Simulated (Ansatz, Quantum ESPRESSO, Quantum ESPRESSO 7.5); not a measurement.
# Conductance against width: vacuum gaps between two Ir(100) faces

How fast does transmission decay with width? The series: vacuum gaps between two Ir(100) faces.

Program: Quantum ESPRESSO 7.5. Level of theory: plane-wave DFT, LDA, GBRV ultrasoft pseudopotentials (cross-check by Ansatz 0.2.0 with PAW datasets). Results are calculated unless marked as measured.

### 1. The structure

The cell holds 16 atoms: 16 Ir. Cell: a = 2.737 Å, b = 2.737 Å, c = 33.025 Å, α = 90.0°, β = 90.0°, γ = 90.0°. It derives from Ir. Regions: left lead, 8 atoms (8 Ir); right lead, 8 atoms (8 Ir). The structure is stacked along c, and the current runs across the ab planes.

### 2. SCF with pw.x, 4 Å

One periodic cell holds a stretch of lead, the junction and more lead; the atoms stay as built.

Input file j0.scf.in:

```
&control
  prefix = 'j0.scf'
  outdir = './out'
  pseudo_dir = './pseudo'
  calculation = 'scf'
  tprnfor = .true.
/
&system
  ibrav = 0
  nat = 16
  ntyp = 1
  ecutwfc = 40
  ecutrho = 200
  occupations = 'smearing'
  smearing = 'mv'
  degauss = 0.01
/
&electrons
  conv_thr = 1e-07
  mixing_beta = 0.25
  electron_maxstep = 120
  mixing_mode = 'local-TF'
/
ATOMIC_SPECIES
  Ir  192.2170  ir_lda_v1.2.uspp.F.UPF
CELL_PARAMETERS angstrom
  2.73650324319194 0.00000000000000 0.00000000000000
  0.00000000000000 2.73650324319194 0.00000000000000
  0.00000000000000 0.00000000000000 33.02500000000000
ATOMIC_POSITIONS crystal
  Ir  0.000000000000 0.000000000000 0.000000000000
  Ir  0.500000000000 0.500000000000 0.058591975776
  Ir  0.000000000000 0.000000000000 0.117183951552
  Ir  0.500000000000 0.500000000000 0.175775927328
  Ir  0.000000000000 0.000000000000 0.234367903104
  Ir  0.500000000000 0.500000000000 0.292959878880
  Ir  0.000000000000 0.000000000000 0.351551854656
  Ir  0.500000000000 0.500000000000 0.410143830431
  Ir  0.000000000000 0.000000000000 0.531264193793
  Ir  0.500000000000 0.500000000000 0.589856169569
  Ir  0.000000000000 0.000000000000 0.648448145344
  Ir  0.500000000000 0.500000000000 0.707040121120
  Ir  0.000000000000 0.000000000000 0.765632096896
  Ir  0.500000000000 0.500000000000 0.824224072672
  Ir  0.000000000000 0.000000000000 0.882816048448
  Ir  0.500000000000 0.500000000000 0.941408024224
K_POINTS automatic
  9 9 1 0 0 0
```

Run with:

```bash
> OMP_NUM_THREADS=1 mpirun -n 4 pw.x -nk 4 -in j0.scf.in > j0.scf.out
```

Log:

```text
Program PWSCF v.7.5 starts
[citation notice left out]

     Parallel version (MPI & OpenMP), running on       4 processor cores
     Number of MPI processes:                 4
     Threads/MPI process:                     1

     MPI processes distributed on     1 nodes
[...]
Current dimensions of program PWSCF are:
     Max number of different atomic species (ntypx) = 10
     Max number of k-points (npk) =  40000
     Max angular momentum in pseudopotentials (lmaxx) =  4
     Message from routine setup:
     using ibrav=0 with symmetry is DISCOURAGED, use correct ibrav instead

     K-points division:     npool     =       4
     Subspace diagonalization in iterative solution of the eigenvalue problem:
     a serial algorithm will be used

     G-vector sticks info
     --------------------
     sticks:   dense  smooth     PW     G-vecs:    dense   smooth      PW
     Sum         421     341    109                79749    57127   10009

     Using Slab Decomposition

     bravais-lattice index     =            0
     lattice parameter (alat)  =       5.1712  a.u.
     unit-cell volume          =    1668.9040 (a.u.)^3
     number of atoms/cell      =           16
     number of atomic types    =            1
     number of electrons       =       240.00
     number of Kohn-Sham states=          144
     kinetic-energy cutoff     =      40.0000  Ry
     charge density cutoff     =     200.0000  Ry
     scf convergence threshold =      1.0E-07
     mixing beta               =       0.2500
     number of iterations used =            8  local-TF  mixing
     Exchange-correlation= SLA  PZ   NOGX NOGC
                           (   1   1   0   0   0   0   0)

     celldm(1)=   5.171242  celldm(2)=   0.000000  celldm(3)=   0.000000
     celldm(4)=   0.000000  celldm(5)=   0.000000  celldm(6)=   0.000000

     crystal axes: (cart. coord. in units of alat)
               a(1) = (   1.000000   0.000000   0.000000 )
               a(2) = (   0.000000   1.000000   0.000000 )
               a(3) = (   0.000000   0.000000  12.068321 )

     reciprocal axes: (cart. coord. in units 2 pi/alat)
               b(1) = (  1.000000  0.000000  0.000000 )
               b(2) = (  0.000000  1.000000  0.000000 )
               b(3) = (  0.000000  0.000000  0.082862 )

     PseudoPot. # 1 for Ir read from file:
     ./pseudo/ir_lda_v1.2.uspp.F.UPF
     Pseudo is Ultrasoft + core correction, Zval = 15.0
     Generated by new atomic code, or converted to UPF format
     Using radial grid of  983 points,  7 beta functions with:
                l(1) =   0
                l(2) =   0
                l(3) =   1
                l(4) =   1
                l(5) =   1
                l(6) =   2
                l(7) =   2
     Q(r) pseudized with  8 coefficients,  rinner =    1.400   1.400   1.400
                                                       1.400   1.400

     atomic species   valence    mass     pseudopotential
     Ir               15.00   192.21700     Ir( 1.00)

      8 Sym. Ops. (no inversion) found

   Cartesian axes

     site n.     atom                  positions (alat units)
         1        Ir     tau(   1) = (   0.0000000   0.0000000   0.0000000  )
         2        Ir     tau(   2) = (   0.5000000   0.5000000   0.7071068  )
         3        Ir     tau(   3) = (   0.0000000   0.0000000   1.4142136  )
         4        Ir     tau(   4) = (   0.5000000   0.5000000   2.1213203  )
         5        Ir     tau(   5) = (   0.0000000   0.0000000   2.8284271  )
         6        Ir     tau(   6) = (   0.5000000   0.5000000   3.5355339  )
         7        Ir     tau(   7) = (   0.0000000   0.0000000   4.2426407  )
         8        Ir     tau(   8) = (   0.5000000   0.5000000   4.9497475  )
         9        Ir     tau(   9) = (   0.0000000   0.0000000   6.4114669  )
        10        Ir     tau(  10) = (   0.5000000   0.5000000   7.1185737  )
        11        Ir     tau(  11) = (   0.0000000   0.0000000   7.8256805  )
        12        Ir     tau(  12) = (   0.5000000   0.5000000   8.5327873  )
        13        Ir     tau(  13) = (   0.0000000   0.0000000   9.2398940  )
        14        Ir     tau(  14) = (   0.5000000   0.5000000   9.9470008  )
        15        Ir     tau(  15) = (   0.0000000   0.0000000  10.6541076  )
        16        Ir     tau(  16) = (   0.5000000   0.5000000  11.3612144  )

     number of k points=    15  Marzari-Vanderbilt smearing, width (Ry)=  0.0100
                       cart. coord. in units 2pi/alat
        k(    1) = (   0.0000000   0.0000000   0.0000000), wk =   0.0246914
        k(    2) = (   0.0000000   0.1111111   0.0000000), wk =   0.0987654
        k(    3) = (   0.0000000   0.2222222   0.0000000), wk =   0.0987654
        k(    4) = (   0.0000000   0.3333333   0.0000000), wk =   0.0987654
        k(    5) = (   0.0000000   0.4444444   0.0000000), wk =   0.0987654
        k(    6) = (   0.1111111   0.1111111   0.0000000), wk =   0.0987654
        k(    7) = (   0.1111111   0.2222222   0.0000000), wk =   0.1975309
        k(    8) = (   0.1111111   0.3333333   0.0000000), wk =   0.1975309
        k(    9) = (   0.1111111   0.4444444   0.0000000), wk =   0.1975309
        k(   10) = (   0.2222222   0.2222222   0.0000000), wk =   0.0987654
[...]
k(   15) = (   0.4444444   0.4444444   0.0000000), wk =   0.0987654

     Dense  grid:    79749 G-vectors     FFT dimensions: (  24,  24, 288)

     Smooth grid:    57127 G-vectors     FFT dimensions: (  24,  24, 256)

     Estimated max dynamical RAM per process >     259.31 MB

     Estimated total dynamical RAM >     978.85 MB

     Initial potential from superposition of free atoms

     starting charge     231.9996, renormalised to     240.0000

     negative rho (up, down):  5.744E+00 0.000E+00
     Starting wfcs are  192 randomized atomic wfcs

     total cpu time spent up to now is        6.5 secs

     per-process dynamical memory:   155.2 Mb

     Self-consistent Calculation

     iteration #  1     ecut=    40.00 Ry     beta= 0.25
     Davidson diagonalization with overlap
     ethr =  1.00E-02,  avg # of iterations =  2.0

     negative rho (up, down):  5.361E+00 0.000E+00

     total cpu time spent up to now is       21.5 secs

     total energy              =   -2912.38886972 Ry
     estimated scf accuracy    <      26.13342034 Ry

     iteration #  2     ecut=    40.00 Ry     beta= 0.25
[...]
negative rho (up, down):  4.777E+00 0.000E+00

[...]
total energy              =   -2909.75534185 Ry
[...]
k = 0.0000 0.2222 0.0000 (  7126 PWs)   bands (ev):

   -27.9563 -27.9560 -27.9433 -27.9419 -27.9296 -27.9053 -27.8725 -27.8358
   -27.7968 -27.7583 -27.7271 -27.7213 -27.6880 -27.6861 -27.6412 -27.6404
   -27.5938 -27.5935 -27.5622 -27.5614 -27.5511 -27.5479 -27.5476 -27.5379
   -27.5217 -27.5130 -27.4999 -27.4823 -27.4798 -27.4571 -27.4523 -27.4349
   -27.4306 -27.4138 -27.4138 -27.4078 -27.3925 -27.3917 -27.3902 -27.3770
   -27.3643 -27.3512 -26.9437 -26.9436 -26.8611 -26.8605 -26.7829 -26.7829
    12.4900  12.6072  12.8077  13.0793  13.3988  13.7695  14.1384  14.5208
    14.8294  15.0643  15.1072  15.1329  15.1903  15.1936  15.7283  15.7852
    15.9507  16.0210  16.1544  16.3393  16.5750  16.8425  17.0981  17.3057
    17.4531  17.5349  17.5472  17.5908  17.6093  17.7374  17.7423  18.0330
    18.0518  18.1856  18.2629  18.4572  18.4612  18.5907  18.6057  18.6375
    18.6387  18.6462  18.6572  18.6735  18.6794  18.6887  18.7045  18.7349
    18.7363  18.8440  18.9996  19.1291  19.1964  19.3783  19.4265  19.6883
    19.7195  19.7610  19.9630  20.1773  20.2860  20.3625  20.5248  20.6021
    20.6406  20.7810  20.8238  20.9222  20.9249  20.9334  20.9613  21.0525
    21.0642  21.2265  21.2828  21.5422  21.5997  21.7510  21.7526  21.9570
    22.1999  22.4388  22.6728  22.7276  22.7996  22.8439  22.8486  22.9477
    22.9615  22.9926  23.1823  24.5103  24.9376  26.4903  26.8242  28.2316

          k = 0.0000 0.3333 0.0000 (  7086 PWs)   bands (ev):

   -27.9940 -27.9934 -27.9860 -27.9829 -27.9607 -27.9545 -27.9265 -27.9194
   -27.8871 -27.8776 -27.8326 -27.8300 -27.7855 -27.7726 -27.7382 -27.7181
   -27.6965 -27.6526 -27.6059 -27.5614 -27.5225 -27.5220 -27.5220 -27.5066
   -27.5024 -27.4974 -27.4905 -27.4806 -27.4766 -27.4760 -27.4635 -27.4515
   -27.4496 -27.4482 -27.4336 -27.4277 -27.4265 -27.4192 -27.4039 -27.3950
   -27.3856 -27.3752 -27.0591 -27.0591 -26.8544 -26.8540 -26.7744 -26.7743
    13.8322  13.8367  13.8507  13.8973  13.9802  14.1017  14.2582  14.4488
    14.6652  14.9037  15.1425  15.3800  15.5632  15.6837  15.9950  16.0384
    16.8290  16.8526  16.9426  17.0805  17.1927  17.2925  17.3923  17.5264
    17.6926  17.7841  17.9964  18.0627  18.1973  18.2376  18.3302  18.3360
    18.3820  18.4071  18.4073  18.4438  18.4557  18.4750  18.4939  18.4949
    18.4959  18.5029  18.6138  18.6185  18.6486  18.6531  18.7756  18.7758
    18.8592  18.8634  18.8942  18.9014  18.9766  18.9780  19.1163  19.1166
    19.3666  19.4883  19.7512  19.7607  19.8555  20.0145  20.0960  20.1865
    20.3684  20.5790  20.8755  21.1931  21.4467  21.5206  21.7213  21.7868
    21.8530  21.8663  21.9691  22.0326  22.0682  22.1275  22.1444  22.2465
    22.2784  22.4289  22.5257  22.6010  22.6565  22.7123  22.8039  22.8353
    22.8658  23.6845  24.1982  25.6180  26.1267  26.8954  27.0777  27.3452

          k = 0.0000 0.4444 0.0000 (  7108 PWs)   bands (ev):

   -28.0544 -28.0519 -28.0458 -28.0413 -28.0199 -28.0134 -27.9885 -27.9772
   -27.9506 -27.9375 -27.9077 -27.8894 -27.8727 -27.8376 -27.7267 -27.7117
   -27.6685 -27.6300 -27.5935 -27.5857 -27.5466 -27.5459 -27.5094 -27.5090
   -27.4914 -27.4914 -27.4778 -27.4741 -27.4621 -27.4620 -27.4537 -27.4515
   -27.4513 -27.4496 -27.4478 -27.4411 -27.4365 -27.4300 -27.4253 -27.4228
   -27.4157 -27.4101 -27.1305 -27.1305 -26.8506 -26.8505 -26.7688 -26.7688
    14.1317  14.1322  14.2314  14.2325  14.4055  14.4100  14.6364  14.6431
    14.9089  14.9240  15.1639  15.2227  15.5098  15.8205  16.2037  16.2635
    17.1798  17.2518  17.2696  17.3732  17.4558  17.5200  17.6575  17.6862
    17.8431  17.8543  17.9060  17.9379  18.0024  18.0075  18.0570  18.0622
    18.1149  18.1287  18.1560  18.1580  18.2033  18.2455  18.2505  18.3838
    18.4043  18.4131  18.5075  18.6165  18.6341  18.6794  18.8748  18.9066
    18.9390  19.0430  19.1633  19.2265  19.4283  19.4357  19.5216  19.5823
    19.9008  19.9330  20.0972  20.1069  20.4108  20.5858  20.5920  20.7716
    21.1438  21.1769  21.3248  21.4604  21.4936  21.5422  21.8482  21.9106
    22.1832  22.2469  22.4548  22.5074  22.5119  22.5477  22.6537  22.6866
    22.7684  22.7781  22.9105  22.9112  23.2707  23.4210  23.6607  23.7272
    23.8272  23.8313  24.2296  25.0179  25.1934  25.4580  25.4658  25.5252

          k = 0.1111 0.1111 0.0000 (  7119 PWs)   bands (ev):

   -27.9888 -27.9833 -27.9619 -27.9327 -27.8999 -27.8556 -27.8055 -27.7541
   -27.7017 -27.6532 -27.6506 -27.6491 -27.6347 -27.6191 -27.6112 -27.6037
   -27.5974 -27.5868 -27.5842 -27.5683 -27.5556 -27.5510 -27.5398 -27.5190
   -27.5135 -27.5089 -27.4787 -27.4782 -27.4773 -27.4493 -27.4407 -27.4398
   -27.4200 -27.4160 -27.4051 -27.3990 -27.3861 -27.3821 -27.3776 -27.3661
   -27.3630 -27.3613 -26.8671 -26.8664 -26.8331 -26.8331 -26.8329 -26.8328
    11.8618  12.0108  12.2632  12.6099  13.0196  13.5066  13.9919  14.5078
    14.8629  14.8848  14.9526  15.0426  15.1794  15.1814  15.3651  15.4241
    15.5331  15.6800  15.7224  15.7803  15.8620  16.0774  16.3121  16.5654
    16.8234  17.0742  17.3023  17.4878  17.6054  17.6537  17.6634  18.1638
    18.1803  18.3396  18.3982  18.4992  18.5087  18.5740  18.5825  18.5877
    18.6036  18.6234  18.6384  18.6623  18.6875  18.7559  18.8169  18.9764
    19.1244  19.2817  19.6425  19.6583  19.8918  19.9363  19.9925  20.0238
    20.0554  20.0620  20.1824  20.2171  20.2480  20.3515  20.3565  20.4537
    20.4592  20.5087  20.9023  20.9540  20.9774  20.9995  21.0189  21.0826
    21.2214  21.4287  21.4802  21.6258  21.6716  21.7543  21.8864  21.8895
    21.9744  22.0851  22.1331  22.3492  22.4091  22.4744  22.8091  23.0279
    23.0868  23.2307  23.2767  24.0183  24.2914  25.4300  25.5885  26.7362

[...]
the Fermi energy is    21.9010 ev

!    total energy              =   -2909.88230959 Ry
     estimated scf accuracy    <       0.00000005 Ry
     smearing contrib. (-TS)   =      -0.00149118 Ry
     internal energy E=F+TS    =   -2909.88081841 Ry

     The total energy is F=E-TS. E is the sum of the following terms:
     one-electron contribution =   -1277.57015735 Ry
     hartree contribution      =     842.00224243 Ry
     xc contribution           =    -803.47926968 Ry
     ewald contribution        =   -1670.83363380 Ry

     convergence has been achieved in  13 iterations

     negative rho (up, down):  4.882E+00 0.000E+00

     Forces acting on atoms (cartesian axes, Ry/au):

     atom    1 type  1   force =     0.00000000    0.00000000    0.00097661
     atom    2 type  1   force =     0.00000000    0.00000000   -0.00183970
     atom    3 type  1   force =     0.00000000    0.00000000    0.00121229
     atom    4 type  1   force =     0.00000000    0.00000000    0.00101561
     atom    5 type  1   force =     0.00000000    0.00000000   -0.00482955
     atom    6 type  1   force =     0.00000000    0.00000000    0.00348380
     atom    7 type  1   force =     0.00000000    0.00000000    0.04066182
     atom    8 type  1   force =     0.00000000    0.00000000   -0.05276612
     atom    9 type  1   force =     0.00000000    0.00000000    0.05277614
     atom   10 type  1   force =     0.00000000    0.00000000   -0.04066439
     atom   11 type  1   force =     0.00000000    0.00000000   -0.00348470
     atom   12 type  1   force =     0.00000000    0.00000000    0.00482624
     atom   13 type  1   force =     0.00000000    0.00000000   -0.00101819
     atom   14 type  1   force =     0.00000000    0.00000000   -0.00121197
     atom   15 type  1   force =     0.00000000    0.00000000    0.00183483
     atom   16 type  1   force =     0.00000000    0.00000000   -0.00097273

     Total force =     0.094663     Total SCF correction =     0.000445

[...]
=------------------------------------------------------------------------------=
   JOB DONE.
=------------------------------------------------------------------------------=
```

Elapsed: 3.2 min, on 4 MPI ranks of Arm Neoverse V1, shared host; peak memory 1.1 GiB.

This step gave:

```
free energy  : -39590.9657 eV
Fermi energy : 21.90 eV
```

The run needed 13 iterations to bring the estimated error under 1e-07 Ry; the largest force on any atom, held or free, is 1.36 eV/Å.

(Part 1 of 4 ends here.)

[Logs are printed without paths, hosts, clocks, repeated set-up lines and the standing remarks that a program may print on its own settings, such as how far it seeks lower states.]

[Hosts, paths, dates, database ids (printed as entryN), source tags and the programs' standing remarks are cut or masked in the printed files.]

[Maps of the electrostatic potential energy from Ansatz leave out the sawtooth potential of an applied field or a dipole correction, so their vacuum need not be flat; planar profiles and work functions include it.]
